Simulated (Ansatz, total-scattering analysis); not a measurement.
**Reading the total scattering of a disordered sample**

The sample: aqueous CaCl2 (30 H2O, 2 Ca2+ and 4 Cl-; O 31.2, H 62.5, Ca 2.1, Cl 4.2 atom %) at 330 K, fixed volume (mean pressure 0.9 GPa), ρ₀ = 0.0955 Å⁻³. The data come from ab initio molecular dynamics with Ansatz (PBE, plane waves, PAW default files, Langevin thermostat, no spin, fixed volume, H with the mass of D). The average runs over 0.68 ps of 96 atoms, so shells between rare elements are rough. Mean temperature 338 K, largest m.s.d. 0.67 Å², energy drift -2 meV an atom (last third less first, no steady trend), Langevin friction 10 ps⁻¹; the first quarter of the run is discarded. Start: last frame of a classical run of this cell at the same density and temperature. So short a stretch relaxes bonds and nearest shells but still remembers its start. It is a liquid that moves slowly on the time of the run as far as so short a run tells.

S(Q) is the Faber–Ziman total, Σ ci cj fi fj (Sij − 1)/⟨f⟩² + 1. Below 4 Å⁻¹ the partials are summed on the cell's own reciprocal vectors (from 0.63 Å⁻¹) and folded with a Gaussian of σ = 0.14 Å⁻¹; above it they are transforms of g(r) out to 6.8 Å, tapered over the last 40 %. The fold lowers sharp peaks, and with so few vectors their positions are good to about 0.1 Å⁻¹. X-rays take neutral-atom form factors, neutrons coherent lengths (O 5.8037, H 6.6681, Ca 4.7, Cl 9.5792 fm). Hydrogen is taken as deuterium. G(r) = 4πrρ₀[g(r) − 1] carries the resolution of a Lorch-windowed transform up to 20 Å⁻¹. The patterns are simulated, not measured. The cell is small: beyond half the box only the part of each shell inside it is counted, and low-Q values rest on few vectors.

| Q (Å⁻¹) | X-ray | neutron |
| --- | --- | --- |
| 0.6 | -0.78 | 0.16 |
| 0.9 | -0.71 | 0.19 |
| 1.2 | -0.39 | 0.33 |
| 1.5 | -0.16 | 0.65 |
| 1.8 | 0.73 | 1.61 |
| 2.1 | 1.15 | 1.74 |
| 2.4 | 1.21 | 1.38 |
| 2.7 | 1.70 | 1.12 |
| 3.0 | 1.72 | 0.85 |
| 3.3 | 1.05 | 0.79 |
| 3.6 | 0.56 | 0.84 |
| 3.9 | 0.60 | 0.89 |
| 4.2 | 0.89 | 0.91 |
| 4.5 | 1.08 | 0.86 |
| 4.8 | 1.01 | 0.81 |
| 5.1 | 0.92 | 0.79 |
| 5.4 | 0.94 | 0.81 |
| 5.7 | 1.04 | 0.86 |
| 6.0 | 1.12 | 0.95 |
| 6.3 | 1.10 | 1.03 |
| 6.6 | 1.00 | 1.06 |
| 6.9 | 0.88 | 1.04 |
| 7.2 | 0.85 | 1.03 |
| 7.5 | 0.94 | 1.05 |
| 7.8 | 1.06 | 1.10 |
| 8.1 | 1.11 | 1.15 |
| 8.4 | 1.10 | 1.17 |
| 8.7 | 1.06 | 1.16 |
| 9.0 | 0.99 | 1.11 |
| 9.3 | 0.92 | 1.06 |
| 9.6 | 0.92 | 1.01 |
| 9.9 | 0.96 | 0.96 |
| 10.2 | 0.99 | 0.91 |
| 10.5 | 1.03 | 0.88 |
| 10.8 | 1.07 | 0.87 |
| 11.1 | 1.06 | 0.87 |
| 11.4 | 0.99 | 0.89 |
| 11.7 | 0.95 | 0.91 |
| 12.0 | 0.97 | 0.95 |

G(r):

```csv
r (Å),X-ray,neutron
0.6,-0.40,-0.76
0.7,-0.38,-0.94
0.8,-0.33,0.10
0.9,-0.30,2.15
1.0,-0.36,2.97
1.1,-0.54,1.47
1.2,-0.79,-0.75
1.3,-1.05,-1.61
1.4,-1.27,-1.03
1.5,-1.46,-0.30
1.6,-1.62,-0.15
1.7,-1.77,-0.55
1.8,-1.90,-1.10
1.9,-2.05,-1.32
2.0,-2.26,-1.12
2.1,-2.30,-0.81
2.2,-1.64,-0.62
2.3,-0.32,-0.60
2.4,0.92,-0.74
2.5,1.35,-0.93
2.6,0.96,-0.99
2.7,0.39,-0.90
2.8,0.24,-0.65
2.9,0.61,-0.24
3.0,1.28,0.29
3.1,1.76,0.72
3.2,1.69,0.92
3.3,1.14,0.91
3.4,0.39,0.79
3.5,-0.26,0.65
3.6,-0.71,0.55
3.7,-1.04,0.49
3.8,-1.20,0.49
3.9,-1.11,0.52
4.0,-0.67,0.51
4.1,-0.08,0.43
4.2,0.35,0.30
4.3,0.54,0.17
4.4,0.64,0.06
4.5,0.74,0.01
4.6,0.82,-0.01
4.7,0.85,-0.02
4.8,0.79,-0.06
4.9,0.56,-0.10
5.0,0.29,-0.12
5.1,0.26,-0.08
5.2,0.37,-0.07
5.3,0.08,-0.14
5.4,-0.61,-0.26
5.5,-1.03,-0.33
5.6,-0.80,-0.35
5.7,-0.39,-0.32
5.8,-0.22,-0.22
5.9,-0.32,-0.10
6.0,-0.58,-0.04
```

**Question.** Which pairs make the maxima of G(r) below 4.5 Å, and what can the data say of the number of neighbours?

Each pair enters with the weight ci cj fi fj (2 − δij)/⟨f⟩², taking f = Z for X-rays at Q = 0: H–H 0.02 / 0.41; O–H 0.17 / 0.36; O–O 0.35 / 0.08; O–Cl 0.20 / 0.03; O–Ca 0.12 / 0.01; H–Cl 0.05 / 0.08; Ca–Cl 0.03 / 0.00; H–Ca 0.03 / 0.02 (X-ray / neutron).

| radiation | maximum (Å) | G (Å⁻²) | pairs that make it (share of the curvature of G, each pair at the same resolution) |
| --- | --- | --- | --- |
| X-ray | 2.49 | 1.36 | O–Ca 97 % |
| X-ray | 3.14 | 1.81 | O–Cl 89 % |
| neutron | 0.98 | 3.05 | O–H 100 % |
| neutron | 1.57 | -0.12 | H–H 100 % |
| neutron | 2.26 | -0.59 | H–H 68 %, H–Cl 32 % |
| neutron | 3.24 | 0.94 | O–H 57 %, O–Cl 24 % |

The first neutron peak is mostly one pair, so its area estimates the neighbours: ∫ r [G + 4πρ₀r] dr from 0.54 to 1.26 Å is 1.16, and times c(H)/weight = 0.625/0.360 gives 2.0 H around each O; the count from the coordinates is 2.00.

From the coordinates:

| pair | first peak (Å) | g there | first minimum (Å) | g there | neighbours | kind |
| --- | --- | --- | --- | --- | --- | --- |
| O–H | 0.99 | 29.2 | 1.26 | 0.01 | 2.0 H per O, 1.0 O per H | within molecules |
| H–H | 1.56 | 3.4 | 1.84 | 0.12 | 1.0 | within molecules |
| H–Cl | 2.17 | 3.0 | 2.94 | 0.36 | 0.4 Cl per H, 5.7 H per Cl | between molecules |
| O–Ca | 2.50 | 9.1 | 3.14 | 0.04 | 0.5 Ca per O, 7.2 O per Ca | between molecules |
| O–O | 2.74 | 2.5 | 3.58 | 0.91 | 5.3 | between molecules |
| O–Cl | 3.17 | 3.1 | 3.74 | 0.72 | 0.9 Cl per O, 6.4 O per Cl | between molecules |

Distances within molecules give the sharpest pair functions, and with hydrogen they rule the neutron S(Q) at high Q: O–H 0.99 Å and H–H 1.56 Å (first peaks only). Between molecules or ions, shells with a clear end include O–Ca at 2.50 Å (0.5 Ca per O, 7.2 O per Ca). On the last frame 90 % of the H on O, N or F point at an acceptor of another molecule or at an anion within hydrogen-bond range (2.35 Å to O, N, F; 2.85 Å to Cl, Br, I).

[Logs are printed without paths, hosts, clocks, repeated set-up lines and the standing remarks that a program may print on its own settings, such as how far it seeks lower states.]
